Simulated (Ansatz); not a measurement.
# Debugging a many-body input for WSe2 (P6_3/mmc)

What is wrong with this input for WSe2 (P6_3/mmc)?

Main program and level: Ansatz 0.2.0; G0W0 on PBE, plane waves, PAW; PAW set soft_1.

The database entry behind the starting cell differs from later determinations by our own check (a about 0.2 % long), so it need not match the best structure at ambient conditions.

## (1) The starting structure

The structure is hexagonal, space group P6_3/mmc (No. 194). Conventional cell: a = 3.290 Å, b = 3.290 Å, c = 12.970 Å, α = 90.00°, β = 90.00°, γ = 120.00°. W has 6 Se at 2.53 Å nearest. Nearest to Se lie 3 W at 2.53 Å. Farther neighbours and most contacts between anions are not listed.

As a file:

```cif
data_structure
_symmetry_space_group_name_H-M 'P 1'
_symmetry_Int_Tables_number 1
_cell_length_a 3.2900
_cell_length_b 3.2900
_cell_length_c 12.9700
_cell_angle_alpha 90.000
_cell_angle_beta 90.000
_cell_angle_gamma 120.000
_cell_volume 121.58
loop_
_atom_site_label
_atom_site_type_symbol
_atom_site_fract_x
_atom_site_fract_y
_atom_site_fract_z
_atom_site_occupancy
W1 W 0.33333 0.66667 0.25000 1
W2 W 0.66667 0.33333 0.75000 1
Se3 Se 0.33333 0.66667 0.62100 1
Se4 Se 0.66667 0.33333 0.12100 1
Se5 Se 0.33333 0.66667 0.87900 1
Se6 Se 0.66667 0.33333 0.37900 1
```

The cell and positions come from the Crystallography Open Database and are kept as given unless a step says otherwise. Spin-orbit coupling is left out unless a step names it.

## (2) First try

Input file input.yaml:

```yaml
crystal:
  lattice:
    - [3.29, 0.0, 0.0]
    - [-1.645, 2.8492235785, 0.0]
    - [0.0, 0.0, 12.97]
  atoms:
    - { symbol: W, position: [0.3333333333, 0.6666666667, 0.25] }
    - { symbol: W, position: [0.6666666667, 0.3333333333, 0.75] }
    - { symbol: Se, position: [0.3333333333, 0.6666666667, 0.621] }
    - { symbol: Se, position: [0.6666666667, 0.3333333333, 0.121] }
    - { symbol: Se, position: [0.3333333333, 0.6666666667, 0.879] }
    - { symbol: Se, position: [0.6666666667, 0.3333333333, 0.379] }
kpoints:
  mp_grid: { grid: [6, 6, 2] }
hamiltonian:
  xc: pbe
  pseudopotentials: { kind: paw, azcp: { folder: soft_1 } }
scf:
  occupations: { method: fermi_dirac, width: 1.0 }
gw:
  n_empty_bands: 128
  ecut_chi: 60
  qp_bands: [v2, c2]
  qp_kpoints: band_edges
  screening: { model: contour_deformation }
```

On the command line:

```bash
$ ansatz run input.yaml --threads 2 --pin off --max-ram 73728MiB --backend cuda --events-out ev --progress --plain --runs-dir out --devices 1 --max-vram 13GiB
```

Numbers of over 12 decimals in the logs are rounded to 6 here.

The log of the run:

```text
band count auto-derived: 79 (N_el = 92.0; filled up to band 46; 56 by the electrons, moments and atoms)
GPUs: using 1 of 1 available (devices: 1).
Engine: ansatz 0.2.0, x86_64-unknown-linux-gnu
Pseudopotentials: kind: paw
Pseudopotential: W, paw, valence charge 14, recommended cutoff 420 eV (normal), soft_1/W.paw.azcp
Pseudopotential: Se, paw, valence charge 16, recommended cutoff 420 eV (normal), soft_1/Se.paw.azcp
Functional definition: PBE
  parameter kappa = 0.804
  parameter beta = 0.066725
  exchange = pbe_x(kappa = kappa, mu = beta*pi^2/3)
  correlation = pbe_c(beta = beta)
device memory: the entry about to start is reckoned to put 2.3 GiB on a device that reports 46.2 GiB free (of which the cap on the GPU budget leaves the run 13.0 GiB)
GPU FFT provider: cuFFT
GPU libraries: cuBLAS 13.8.2, cuFFT 12.4.0, cuSOLVER 12.3.4
Crystal: 6 atoms, lattice volume = 121.580 Å³
Basis set: ecut = 420 eV, 2419 PW (Γ)
Bands: 79, of which v1, the nominal top of the filled ones, is band 46 counted from 1 (45 counted from 0)
Symmetry: 24 space group operations
Space group: P63/mmc (ITA 194), of the structure as read, at distance tolerance 5.0e-5 Å
k-points: 14 of 72
Non-local potential: W, projectors of the file, l = 0: 3, l = 1: 2, l = 2: 2, l = 3: 1
Non-local potential: Se, projectors of the file, l = 0: 2, l = 1: 2, l = 2: 3, l = 3: 1
PAW form: soft (Blöchl's): semilocal exchange-correlation on the pseudo side does not see the compensation charge
PAW one-centre angular grid: W, 590 points (default); XC on 64 Gauss nodes
PAW one-centre angular grid: Se, 590 points (default); XC on 64 Gauss nodes
Initial density: superposition of atomic densities (chi_scale 0.1, normalization cell, long waves kept (reshape's long-wave potential 0.04 eV rms))
Initial wavefunctions: pseudopotential atomic-orbital guess
GPU buffer pool allocated for 51840 grid points (all kernels)
GPU transforms: local potential and band sums: pruned to the plane-wave sphere, on 24×24×90
Functional: x = pbe(κ = 0.804, μ = 0.219515), c = pbe(β = 0.066725)
SCF iter   1: F=—  HF=-42656.256674 eV  |F-HF|=—  |Δ(HF+E_count)|=         —  Δρ=3.66e-2  dr2=7.31e0  ethr=3.10e-3  ⟨swp⟩=6.9  Hψ=4666  notcnv=0
preconditioner: auto → LDOS  [metal: Δε(μ)=0.871 eV  Ē_g=15.675 eV  σ=1.000 eV  W_gap=0.21  n_scr=40 (ndim 8)  ℏωp=20.2 eV  f_vac=0.022  D(μ)=2.96/eV (n_scr^D=8)  β→1.0]
SCF iter   2: F=—  HF=-42655.703445 eV  |F-HF|=—  |Δ(HF+E_count)|=   5.53e-1  Δρ=2.46e-2  dr2=3.34e0  ethr=3.10e-3  ⟨swp⟩=2.3  Hψ=1971  notcnv=0
SCF iter   3: F=—  HF=-42655.129245 eV  |F-HF|=—  |Δ(HF+E_count)|=   5.74e-1  Δρ=4.40e-3  dr2=4.28e-2  ethr=3.10e-3  ⟨swp⟩=1.8  Hψ=1352  notcnv=0
SCF iter   4: F=—  HF=-42655.117287 eV  |F-HF|=—  |Δ(HF+E_count)|=   1.20e-2  Δρ=1.07e-3  dr2=1.11e-3  ethr=4.65e-5  ⟨swp⟩=2.2  Hψ=1594  notcnv=0
SCF iter   5: F=—  HF=-42655.117701 eV  |F-HF|=—  |Δ(HF+E_count)|=   4.13e-4  Δρ=2.09e-4  dr2=7.64e-5  ethr=1.20e-6  ⟨swp⟩=2.0  Hψ=1845  notcnv=0
SCF iter   6: F=—  HF=-42655.117649 eV  |F-HF|=—  |Δ(HF+E_count)|=   5.20e-5  Δρ=7.90e-5  dr2=4.67e-6  ethr=8.30e-8  ⟨swp⟩=2.0  Hψ=1724  notcnv=0
SCF iter   7: F=—  HF=-42655.117652 eV  |F-HF|=—  |Δ(HF+E_count)|=   3.29e-6  Δρ=1.36e-5  dr2=3.11e-7  ethr=5.08e-9  ⟨swp⟩=2.0  Hψ=1534  notcnv=0
SCF iter   8: F=-42655.117652 eV  HF=-42655.117652 eV  |F-HF|=4.79e-9  |Δ(HF+E_count)|=   1.23e-7  Δρ=2.57e-6  dr2=8.42e-9  ethr=1.09e-10  ⟨swp⟩=5.7  Hψ=3177  notcnv=0
SCF 1 converged in 8 iterations: F = -42655.117652 eV  dr2 = 8.42e-9
[...]
device memory: the entry about to start is reckoned to put 2.8 GiB (of the 2.9 GiB reckoned in all, the device holds 0.1 GiB already) on a device that reports 46.1 GiB free (of which the cap on the GPU budget leaves the run 13.0 GiB)
NSCF: frozen V_eff on 14 k-points
[...]
device memory: the entry about to start is reckoned to put 2.7 GiB on a device that reports 46.2 GiB free (of which the cap on the GPU budget leaves the run 13.0 GiB)
NSCF: frozen V_eff on 14 k-points
SCF converged after 8 iterations
Free energy (F): -42655.117652 eV
Harris-Foulkes:  -42655.117652 eV  (|F-HF|=4.79e-9)
Internal energy: -42644.966345 eV  (E = F + TS)
E sigma→0 (E₀):  -42650.041999 eV
Entropy (-TS):   -10.151307 eV (-1691.885 meV/atom)
Fermi energy:    12.977895 eV
--- Per-component energies (eV) ---
  E_band       = -1711.003769
  E_kinetic    = 1299.045228
  E_local      = -12218.405351  (includes V_loc(G=0)·N_el)
  E_nonlocal   = -1465.661355
  E_hartree    = 6289.390775
  E_xc         = -878.009589
  E_vxc        = -827.362403  (∫ρ·V_xc dr)
  E_paw        = -25676.479396  (= ΣΔE_a)
  E_vpaw       = -1077.396942  (= ΣTr[D̂ρ^β])
  E_aug_tail   = -0.001201  (compensation charges beyond the density's cutoff)
  E_ewald      = -9994.845457
  E_smearing   = -10.151307  (= −TS)
  E_closure    = 0.000000  (closes the sum)
  Σ components = -42655.117652   (vs F -42655.117652, Δ=0.00e0)
--- Band table (eV; the first three rows and the last of 14) ---
  k-point 0: bands = [... 42 lower, 11.1192, 11.4564, 11.5414, 12.6454, 15.2455, 15.2455, 15.2909, 15.2909, ... 29 higher]
  k-point 1: bands = [... 42 lower, 11.0901, 11.0901, 12.4127, 12.4127, 15.2488, 15.2488, 15.2488, 15.2488, ... 29 higher]
  k-point 2: bands = [... 42 lower, 10.7095, 11.4746, 11.5649, 11.9751, 14.2749, 14.8240, 14.8794, 14.9616, ... 29 higher]
  k-point 13: bands = [... 42 lower, 9.8395, 9.8395, 12.3275, 12.3275, 14.0224, 14.0224, 15.0806, 15.0806, ... 29 higher]
```

It took 4.5 s on 1 × NVIDIA H100 80GB HBM3 (shared by 6 runs) with 2 threads of AMD EPYC 7R13 (Zen 3), shared host; peak memory 1 GiB.

**What went wrong?**

The self-consistent loop converged; the step after it was not made.

The fault: smeared occupations of electronvolts. A wide smearing fills conduction states and empties valence ones, so the start is no longer the insulator.

## (3) A better input

G0W0 replaces the xc potential by the self-energy, built once from these orbitals. Only a window of levels is corrected, while the sums run over the empty bands that the input names. This step takes PAW set soft_1 files.

Edit input.yaml of step 2 so:

```diff
@@ -18,6 +18,6 @@
 scf:
-  occupations: { method: fermi_dirac, width: 1.0 }
+  occupations: { method: fixed }
 gw:
-  n_empty_bands: 128
-  ecut_chi: 60
+  n_empty_bands: 97
+  ecut_chi: 50
   qp_bands: [v2, c2]
```

The log of the run:

```text
GPUs: using 1 of 1 available (devices: 1).
[...]
GPU FFT provider: cuFFT
GPU libraries: cuBLAS 13.8.2, cuFFT 12.4.0, cuSOLVER 12.3.4
Crystal: 6 atoms, lattice volume = 121.580 Å³
Basis set: ecut = 420 eV, 2419 PW (Γ)
Bands: 56, of which v1, the nominal top of the filled ones, is band 46 counted from 1 (45 counted from 0)
Symmetry: 24 space group operations
[...]
k-points: 14 of 72
[...]
GPU buffer pool allocated for 51840 grid points (all kernels)
[...]
SCF iter   1: F=—  HF=-42652.436899 eV  |F-HF|=—  |Δ(HF+E_count)|=         —  Δρ=3.59e-2  dr2=5.38e0  ethr=3.10e-3  ⟨swp⟩=4.9  Hψ=2428  notcnv=0  defer=76
[...]
SCF iter   9: F=-42651.440017 eV  HF=-42651.440017 eV  |F-HF|=3.36e-8  |Δ(HF+E_count)|=   3.28e-6  Δρ=9.12e-6  dr2=6.79e-8  ethr=1.09e-10  ⟨swp⟩=9.3  Hψ=2922  notcnv=0
SCF 1 converged in 9 iterations: F = -42651.440017 eV  dr2 = 6.79e-8
[...]
0    45     11.5078   -18.1619     2.2619   -15.9522  0.7741    11.5600    11.5601  root
     0    46     12.5761   -19.3869     1.0049   -18.7638  0.7622    12.9565    12.9579  root
     0    47     15.2155   -13.8816    -3.5573   -18.2172  0.7632    16.0078    15.9937  root
     0    48     15.2155   -13.8816    -3.5573   -18.2172  0.7632    16.0078    15.9937  root
     1    45     12.3595   -19.0873     1.2337   -18.1698  0.7636    12.6746    12.6757  root
     1    46     12.3595   -19.0873     1.2337   -18.1698  0.7636    12.6746    12.6757  root
     1    47     15.2210   -13.8407    -3.5427   -18.1528  0.7623    16.0043    15.9903  root
     1    48     15.2210   -13.8407    -3.5427   -18.1528  0.7623    16.0043    15.9903  root
[...]
13    45     12.2385   -18.3710     0.9369   -17.7201  0.7602    12.5236    12.5245  root
    13    46     12.2385   -18.3710     0.9369   -17.7201  0.7602    12.5236    12.5245  root
    13    47     13.9043   -15.5629    -3.3587   -19.6798  0.7564    14.6727    14.6624  root
    13    48     13.9043   -15.5629    -3.3587   -19.6798  0.7564    14.6727    14.6624  root
[key lines of the parts left out:]
SCF converged after 9 iterations
Free energy (F): -42651.440017 eV
Fermi energy:    12.576123 eV
```

Elapsed: 24 s, on 1 × NVIDIA H100 80GB HBM3 (shared by 6 runs) with 2 threads; peak memory 1.2 GiB.

Numbers from this step:

```
bands summed                                 : 143
RPA ε∞ on this mesh (eigenvalues)            : 7.193, 15.88, 15.88
plane waves in the screening matrix          : 81
q-points in the mesh                         : 72
G0W0 gap on the mesh                         : 1.163 eV
k of the valence top                         : 0, 0, 0
k of the conduction bottom                   : 0.1667, 0.1667, 0
starting gap on the mesh                     : 0.9759 eV
Z at the valence top                         : 0.7622
Z at the conduction bottom                   : 0.7719
least direct G0W0 gap on the computed points : 1.958 eV
```

The gap on the mesh goes from 0.98 eV to 1.16 eV, a correction of +0.19 eV. Between the two edge states, bare exchange in place of the xc potential would open the gap by 4.34 eV, and correlation takes back 4.16 eV.

## (4) What came out

- first try: the many-body step was refused after 4.5 s
- better run: G0W0 gap on the mesh 1.16 eV (6×6×2 mesh, 97 empty bands, screening to 50 eV, PAW set soft_1 files)

What this shows: The second run differs in: empty bands, screening cutoff (eV) and smearing (eV). Bands and cutoff are finite, so the gap is not at the basis limit. The miss can reach some tenths of an eV and take either sign; the mesh is an error of its own. The 6×6×2 mesh is coarse for this cell (its supercell is 20 Å along the shortest edge). The RPA ε∞ on it, from the PBE start, is 7.19 and 15.88; such meshes misread the long-range screening, most where the gap is narrow. The many-body steps are scalar-relativistic: spin-orbit coupling is not in them.

[Paths, hosts, dates, memory and timing lines, banners, echoed tables and standing remarks are left out of the program output.]

[Logs are printed without paths, hosts, clocks, repeated set-up lines and the standing remarks that a program may print on its own settings, such as how far it seeks lower states.]

[Runs of the session that timed out or met a known fault of the program may be left out.]

[Cells called generated may have been cut or substituted from an entry of the Crystallography Open Database or the Materials Project.]

[Hosts, paths, dates, database ids (printed as entryN), source tags and the programs' standing remarks are cut or masked in the printed files.]
